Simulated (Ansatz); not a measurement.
**How Ir (Iridium, Fm-3m) expands on warming**

Aim: the lattice, expansion, heat capacity and bulk modulus of Iridium as it warms.

Program: Ansatz 0.2.0. Level of theory: DFT LDA, scalar-relativistic, plane waves, PAW; PAW set soft_1. Values are calculated unless marked as measured.

The database entry behind the starting cell differs from other determinations of this structure, so it need not match the best structure at room temperature.

### 1. Starting point

Symmetry: Fm-3m, No. 225, cubic system. Conventional cell: a = 3.831 Å, b = 3.831 Å, c = 3.831 Å, α = 90.00°, β = 90.00°, γ = 90.00°. Nearest to Ir lie 12 Ir at 2.71 Å.

### 2. Probe on a coarse mesh

A cheap single point shows whether the cell is a metal or an insulator and how far it is from rest; that sets the k-mesh and the occupations of what follows.

input.yaml reads:

```yaml
crystal:
  lattice:
    - [0.0, 1.9156, 1.9156]
    - [1.9156, 0.0, 1.9156]
    - [1.9156, 1.9156, 0.0]
  atoms:
    - { symbol: Ir, position: [0.0, 0.0, 0.0] }
kpoints:
  mp_grid: { grid: [8, 8, 8] }
hamiltonian:
  xc: lda
  pseudopotentials: { kind: paw, azcp: { folder: soft_1 }, xc_functional: pbe }
scf:
  occupations: { method: gaussian, width: 0.1 }
  lower_state_search: "off"
output:
  forces: true
  stress: true
  eigenvalues: true
```

Command:

```bash
$ ansatz run input.yaml --threads 8 --pin off --max-ram 16384MiB --backend cpu --events-out ev --progress --plain --runs-dir out
```

What it wrote:

```text
Engine: ansatz 0.2.0, aarch64-unknown-linux-gnu
Pseudopotentials: kind: paw
Pseudopotential: Ir, paw, valence charge 17, recommended cutoff 420 eV (normal), soft_1/Ir.paw.azcp
Functional definition: SPW92
  exchange = slater_x
  correlation = pw_c
Crystal: 1 atoms, lattice volume = 14.059 Å³
Basis set: ecut = 420 eV, 283 PW (Γ)
Bands: 13, of which v1, the nominal top of the filled ones, is band 9 counted from 1 (8 counted from 0)
Symmetry: 48 space group operations
Space group: Fm-3m (ITA 225), of the structure as read, at distance tolerance 2.4e-5 Å
k-points: 29 of 512
Non-local potential: Ir, projectors of the file, l = 0: 3, l = 1: 2, l = 2: 2, l = 3: 1
PAW form: soft (Blöchl's): semilocal exchange-correlation on the pseudo side does not see the compensation charge
PAW frozen core: Ir, regenerated for the run's functional, and the local potential with it (the file was generated under x = pbe(κ = 0.804, μ = 0.219515), c = pbe(β = 0.066725))
PAW one-centre angular grid: Ir, 590 points (default); XC on 64 Gauss nodes
Initial density: superposition of atomic densities (chi_scale 0.1, normalization cell)
Initial wavefunctions: pseudopotential atomic-orbital guess
Functional: x = slater, c = lda
SCF iter   1: F=—  HF=-11664.575861 eV  |F-HF|=—  |Δ(HF+E_count)|=         —  Δρ=5.37e-2  dr2=2.63e-1  ethr=3.10e-3  ⟨swp⟩=5.0  Hψ=1940  notcnv=0
preconditioner: auto → none  [metal: Δε(μ)=0.028 eV  Ē_g=14.225 eV  σ=0.100 eV  W_gap=0.15  n_scr=0 (ndim 8)  ℏωp=29.7 eV  f_vac=0.000  D(μ)=1.82/eV (n_scr^D=26)]
SCF iter   2: F=—  HF=-11664.479479 eV  |F-HF|=—  |Δ(HF+E_count)|=   9.64e-2  Δρ=1.78e-2  dr2=9.24e-3  ethr=1.55e-3  ⟨swp⟩=2.4  Hψ=802  notcnv=0  defer=12
SCF iter   3: F=—  HF=-11664.475479 eV  |F-HF|=—  |Δ(HF+E_count)|=   4.00e-3  Δρ=7.91e-3  dr2=1.84e-3  ethr=5.44e-5  ⟨swp⟩=1.9  Hψ=540  notcnv=0  defer=12
SCF iter   4: F=—  HF=-11664.474533 eV  |F-HF|=—  |Δ(HF+E_count)|=   9.46e-4  Δρ=2.07e-4  dr2=1.86e-6  ethr=1.08e-5  ⟨swp⟩=1.0  Hψ=365  notcnv=0  defer=12
SCF iter   5: F=—  HF=-11664.474532 eV  |F-HF|=—  |Δ(HF+E_count)|=   8.02e-7  Δρ=3.27e-5  dr2=3.85e-8  ethr=5.88e-10  ⟨swp⟩=7.2  Hψ=1927  notcnv=0
SCF iter   6: F=-11664.474532 eV  HF=-11664.474532 eV  |F-HF|=3.78e-10  |Δ(HF+E_count)|=   1.13e-8  Δρ=2.86e-6  dr2=5.01e-10  ethr=2.27e-10  ⟨swp⟩=2.1  Hψ=1321  notcnv=0
SCF 1 converged in 6 iterations: F = -11664.474532 eV  dr2 = 5.01e-10
  greatest PAW one-centre occupation: 1.000 electrons in one spin orbital (limit 2), on the Ir atom at site 0 (counted from 0), in its partial waves of l = 0
SCF converged after 6 iterations
Free energy (F): -11664.474532 eV
Harris-Foulkes:  -11664.474532 eV  (|F-HF|=3.78e-10)
Internal energy: -11664.465326 eV  (E = F + TS)
E sigma→0 (E₀):  -11664.469929 eV
Entropy (-TS):   -0.009206 eV (-9.206 meV/atom)
Fermi energy:    25.696737 eV
--- Per-component energies (eV) ---
  E_band       = -86.064302
  E_kinetic    = 541.124934
  E_local      = -1097.994349  (includes V_loc(G=0)·N_el)
  E_nonlocal   = 196.913529
  E_hartree    = 408.803941
  E_xc         = -229.518708
  E_vxc        = -257.169987  (∫ρ·V_xc dr)
  E_paw        = -8994.139327  (= ΣΔE_a)
  E_vpaw       = -286.545920  (= ΣTr[D̂ρ^β])
  E_aug_tail   = 0.000346  (compensation charges beyond the density's cutoff)
  E_ewald      = -2490.067375
  E_core_change = 0.411683  (= ΣΔE_core)
  E_smearing   = -0.009206  (= −TS)
  E_closure    = 0.000000  (closes the sum)
  Σ components = -11664.474532   (vs F -11664.474532, Δ=0.00e0)
--- Forces (eV/Å), atoms counted from 1 ---
  atom   1  Ir    -0.00000000    -0.00000000     0.00000000
  max |Σ_I F_I| component: 9.86e-32 eV/Å
--- Stress (GPa, compression-positive) ---
       -4.716289       0.000000       0.000000
        0.000000      -4.716289       0.000000
       -0.000000      -0.000000      -4.716289
  P = ⅓ Tr σ = -4.7163 GPa (-47.163 kbar)
--- Band table (eV; the first three rows and the last of 29) ---
  k-point 0: bands = [... 5 lower, 21.6946, 21.6946, 21.6946, 24.4632, 24.4632, 39.2762, 44.7865, 44.7865]
  k-point 1: bands = [... 5 lower, 21.3707, 21.9617, 21.9617, 24.3147, 24.3147, 40.3956, 42.4700, 45.9313]
  k-point 2: bands = [... 5 lower, 21.1883, 22.1523, 22.1523, 24.6300, 24.6300, 39.1405, 41.9821, 48.8575]
  k-point 28: bands = [... 5 lower, 20.7096, 20.7096, 23.8256, 27.1496, 33.7564, 34.7132, 34.7132, 39.0721]
```

It took 0.86 s on 8 threads of Arm Neoverse V1, shared host; peak memory 0.25 GiB; 1.4 s of CPU time.

Reading the cycles: dr2 is the Hartree energy of the density residual (eV), the measure of convergence; HF is the Harris–Foulkes estimate of the energy, which meets the free energy F at convergence.

This step gave:

```
pressure          : -4.716 GPa
volume per atom   : 14.06 Å³/atom
gap on the k-mesh : 0 eV
```

The start is under -4.7 GPa at this level and looks like a metal on this mesh.

### 3. Relaxation

The vibrations must be taken about the equilibrium of this functional, not about the starting cell, so the structure is relaxed.

Edit input.yaml of step 2 so:

```diff
@@ -8,3 +8,3 @@
 kpoints:
-  mp_grid: { grid: [8, 8, 8] }
+  mp_grid: { grid: [18, 18, 18] }
 hamiltonian:
@@ -19 +19,6 @@
   eigenvalues: true
+relax:
+  adjacent_minimum: "off"
+  f_tol: 0.005
+  max_steps: 80
+  cell: { stress_tol: 0.05 }
```

What it wrote:

```text
[...]
Crystal: 1 atoms, lattice volume = 14.059 Å³
Basis set: ecut = 420 eV, 283 PW (Γ)
Bands: 13, of which v1, the nominal top of the filled ones, is band 9 counted from 1 (8 counted from 0)
Symmetry: 48 space group operations
[...]
k-points: 195 of 5832
[...]
SCF iter   1: F=—  HF=-11664.653258 eV  |F-HF|=—  |Δ(HF+E_count)|=         —  Δρ=5.05e-2  dr2=2.58e-1  ethr=3.10e-3  ⟨swp⟩=5.0  Hψ=13070  notcnv=0
[...]
SCF iter   6: F=-11664.553592 eV  HF=-11664.553592 eV  |F-HF|=6.38e-10  |Δ(HF+E_count)|=   1.41e-8  Δρ=3.64e-6  dr2=8.02e-10  ethr=2.48e-10  ⟨swp⟩=2.1  Hψ=9024  notcnv=0
SCF 1 converged in 6 iterations: F = -11664.553592 eV  dr2 = 8.02e-10
[...]
relax step   1: F+E_penalty+E_count = -11664.55359168 eV  Δ(F+E_penalty+E_count) = +0.000e0 eV  max|allowed force component| = 0.000e0 eV/Å  Δτ_max = 0.0000 Å  P = -6.199 GPa  Ω = 14.059 Å³  (6 SCF iters, dr2 threshold 1.00e-7 eV, accepted)
Crystal: 1 atoms, lattice volume = 13.439 Å³
Basis set: ecut = 420 eV, 259 PW (Γ)
[...]
iter 1 solved again at ethr=2.19e-6 eV; its pass at ethr=3.10e-3 eV (dr2=3.73e-4 eV) is discarded
[...]
SCF iter   4: F=-11664.542813 eV  HF=-11664.542813 eV  |F-HF|=1.24e-9  |Δ(HF+E_count)|=   1.14e-6  Δρ=1.59e-5  dr2=1.18e-8  ethr=5.88e-10  ⟨swp⟩=3.1  Hψ=9757  notcnv=0
SCF 2 converged in 4 iterations: F = -11664.542813 eV  dr2 = 1.18e-8
relax step   2: F+E_penalty+E_count = -11664.54281263 eV  Δ(F+E_penalty+E_count) = +1.078e-2 eV  max|allowed force component| = 0.000e0 eV/Å  Δτ_max = 0.0000 Å  P = +12.734 GPa  Ω = 13.439 Å³  energy of the carried Pulay correction = +2.233e-4 eV  (4 SCF iters, dr2 threshold 1.00e-7 eV, rejected (line search))
Crystal: 1 atoms, lattice volume = 13.849 Å³
[...]
SCF iter   5: F=-11664.558016 eV  HF=-11664.558016 eV  |F-HF|=1.82e-12  |Δ(HF+E_count)|=   1.13e-9  Δρ=3.40e-7  dr2=3.38e-12  ethr=1.00e-12  ⟨swp⟩=4.7  Hψ=11650  notcnv=0
SCF 3 converged in 5 iterations: F = -11664.558016 eV  dr2 = 3.38e-12
relax step   3: F+E_penalty+E_count = -11664.55801555 eV  Δ(F+E_penalty+E_count) = -4.424e-3 eV  max|allowed force component| = 0.000e0 eV/Å  Δτ_max = 0.0000 Å  P = -0.372 GPa  Ω = 13.849 Å³  energy of the carried Pulay correction = +7.423e-5 eV  (5 SCF iters, accepted)
[...]
relax step   4: F+E_penalty+E_count = -11664.55803504 eV  Δ(F+E_penalty+E_count) = -1.949e-5 eV  max|allowed force component| = 0.000e0 eV/Å  Δτ_max = 0.0000 Å  P = +0.012 GPa  Ω = 13.836 Å³  energy of the carried Pulay correction = +7.894e-5 eV  (2 SCF iters, dr2 threshold 1.00e-7 eV, accepted)
[...]
SCF iter   4: F=-11664.557954 eV  HF=-11664.557954 eV  |F-HF|=3.64e-12  |Δ(HF+E_count)|=  1.78e-10  Δρ=4.47e-7  dr2=8.30e-12  ethr=1.00e-12  ⟨swp⟩=4.0  Hψ=11776  notcnv=0
SCF 5 converged in 4 iterations: F = -11664.557954 eV  dr2 = 8.30e-12
relax step   5: F+E_penalty+E_count = -11664.55795373 eV  Δ(F+E_penalty+E_count) = +8.131e-5 eV  max|allowed force component| = 0.000e0 eV/Å  Δτ_max = 0.0000 Å  P = +0.017 GPa  Ω = 13.836 Å³  stress off target by 1.68e-2 GPa  SCF on the basis re-selected at this cell (its energy is not comparable with the rows above)  (4 SCF iters)
basis re-selected at this cell: Δ(F+E_penalty+E_count) = +8.131e-5 eV, ΔP = +0.004 GPa vs the last step (what re-selecting the basis moved, of the pressure what is left beyond the Pulay correction that the steps carried, after the strain that the cell walked since its last selection, with what the two solves' SCF thresholds leave and, on support functions, any second-order correction that the steps lacked; it is no measure of the basis error at this ecutwfc). This SCF's stress stands 1.68e-2 GPa from its target on what of the cell is left free (relax.cell.stress_tol is 5.00e-2 GPa) and its largest allowed force component is 0.00e0 eV/Å (relax.f_tol is 5.00e-3 eV/Å): [rest of the remark cut]
SCF converged after 4 iterations
Free energy (F): -11664.557954 eV
[...]
Internal energy: -11664.553091 eV  (E = F + TS)
E sigma→0 (E₀):  -11664.555522 eV
Entropy (-TS):   -0.004863 eV (-4.863 meV/atom)
Fermi energy:    26.206176 eV
[...]
--- Stress (GPa, compression-positive) ---
        0.016832      -0.000000      -0.000000
       -0.000000       0.016832      -0.000000
       -0.000000      -0.000000       0.016832
  P = ⅓ Tr σ = 0.0168 GPa (0.168 kbar)
--- Band table (eV; the first three rows and the last of 195) ---
  k-point 0: bands = [... 5 lower, 22.1246, 22.1246, 22.1246, 24.9454, 24.9454, 39.7651, 45.3425, 45.3425]
  k-point 1: bands = [... 5 lower, 22.0475, 22.1865, 22.1865, 24.9036, 24.9036, 40.0131, 44.6952, 45.5803]
  k-point 2: bands = [... 5 lower, 21.8504, 22.3489, 22.3489, 24.8119, 24.8119, 40.6951, 43.3721, 46.2745]
  k-point 194: bands = [... 5 lower, 20.6026, 21.6982, 24.3976, 27.7218, 34.4508, 34.6712, 35.9515, 39.7489]
--- Relaxed structure (4 steps of the walk, 3 accepted, 1 SCFs on fresh bases) ---
  F+E_penalty+E_count = -11664.55795373 eV   max|allowed force component| = 0.000e0 eV/Å   (the final SCF, on the basis selected at the relaxed cell)
  cell:  # Å, volume = 13.8363 Å³
    - [0, 1.905444, 1.905444]
    - [1.905444, 0, 1.905444]
    - [1.905444, 1.905444, 0]
  atoms:
    - { symbol: Ir, position: [0.0, 0.0, 0.0] }
```

Elapsed: 2.1 s, on 8 threads; peak memory 0.32 GiB.

Step by step:

```
step  energy less that of the first step (eV)  largest force component (eV/Å)  pressure (GPa)  volume (Å³)
   1                                   0.0000                          0.0000           -6.20        14.06
   2                                   0.0108                          0.0000           12.73        13.44
   3                                  -0.0044                          0.0000           -0.37        13.85
   4                                  -0.0044                          0.0000            0.01        13.84
  5*                                  -0.0044                          0.0000            0.02        13.84
```

Relaxation steps marked * repeat the geometry before them on a plane-wave basis chosen anew for their cell, so energy and pressure can jump there. Relaxation step 2 was tried and not accepted.

```
conventional cell, symmetrised  before  after  change
                         a (Å)   3.831  3.811  -0.5 %
                         b (Å)   3.831  3.811  -0.5 %
                         c (Å)   3.831  3.811  -0.5 %
              volume (Å³/atom)   14.06  13.84  -1.6 %
```

Final coordinates:

```xyz
1
Lattice="0.0000 1.9054 1.9054 1.9054 0.0000 1.9054 1.9054 1.9054 0.0000" Properties=species:S:1:pos:R:3 pbc="T T T"
Ir    0.0000    0.0000    0.0000
```

Numbers from this step:

- pressure: 0.01683 GPa
- volume per atom: 13.84 Å³/atom

The relaxation ends with a pressure of 0.02 GPa.

### 4. Tight relaxation

The thresholds are tightened for a last relaxation ahead of the phonons.

input.yaml, the sections that differ from step 3:

```yaml
crystal:
  lattice:
    - [0.0, 1.9054439644, 1.9054439644]
    - [1.9054439644, 0.0, 1.9054439644]
    - [1.9054439644, 1.9054439644, 0.0]
  atoms:
    - { symbol: Ir, position: [0.0, 0.0, 0.0] }
kpoints:
  mp_grid: { grid: [20, 20, 20] }
scf:
  occupations: { method: methfessel_paxton, width: 0.2 }
  lower_state_search: "off"
relax:
  adjacent_minimum: "off"
  f_tol: 0.001
  max_steps: 60
  cell: { stress_tol: 0.01 }
# hamiltonian, output: as in step 3
```

What it wrote:

```text
[...]
Crystal: 1 atoms, lattice volume = 13.836 Å³
Basis set: ecut = 420 eV, 283 PW (Γ)
Bands: 13, of which v1, the nominal top of the filled ones, is band 9 counted from 1 (8 counted from 0)
Symmetry: 48 space group operations
[...]
k-points: 256 of 8000
[...]
k-point 2: bands = [... 5 lower, 21.9013, 22.3170, 22.3170, 24.8361, 24.8361, 40.5436, 43.6655, 46.1138]
  k-point 255: bands = [... 5 lower, 21.1306, 21.1306, 24.2918, 27.7291, 34.4360, 35.3658, 35.3658, 39.7732]
--- Relaxed structure (3 steps of the walk, 2 accepted, 1 SCFs on fresh bases) ---
[...]
cell:  # Å, volume = 13.8315 Å³
    - [0, 1.905225, 1.905225]
    - [1.905225, 0, 1.905225]
    - [1.905225, 1.905225, 0]
  atoms:
    - { symbol: Ir, position: [0.0, 0.0, 0.0] }
[key lines of the parts left out:]
SCF converged after 6 iterations
Free energy (F): -11664.558266 eV
Fermi energy:    26.125362 eV
P = ⅓ Tr σ = -0.0001 GPa (-0.001 kbar)
```

Wall time 2.1 s (8 threads); peak memory 0.34 GiB; 13 s of CPU time.

Little changed from the start: no atom moved by 0.005 Å and no cell edge by 0.1 %.

This step gave:

* pressure: -1.22e-4 GPa
* volume per atom: 13.83 Å³/atom

The residual pressure is -1.2e-4 GPa, small enough for phonons.

[end of part 1 of 2]

[Long decimals in the printed logs are rounded to 6 places.]

[Logs are printed without paths, hosts, clocks, repeated set-up lines and the standing remarks that a program may print on its own settings, such as how far it seeks lower states.]

[Hosts, paths, dates, database ids (printed as entryN), source tags and the programs' standing remarks are cut or masked in the printed files.]

[Where the starting crystal was built by hand or by swapping elements, it need not be the compound's stable phase.]

[A step with changed settings may run another functional than the one named; its input shows which.]

[Pressures of single members of a volume series are the stress at the run's cutoff; with an incomplete basis they can lie off −dE/dV of the same runs, and they are not shown converged.]
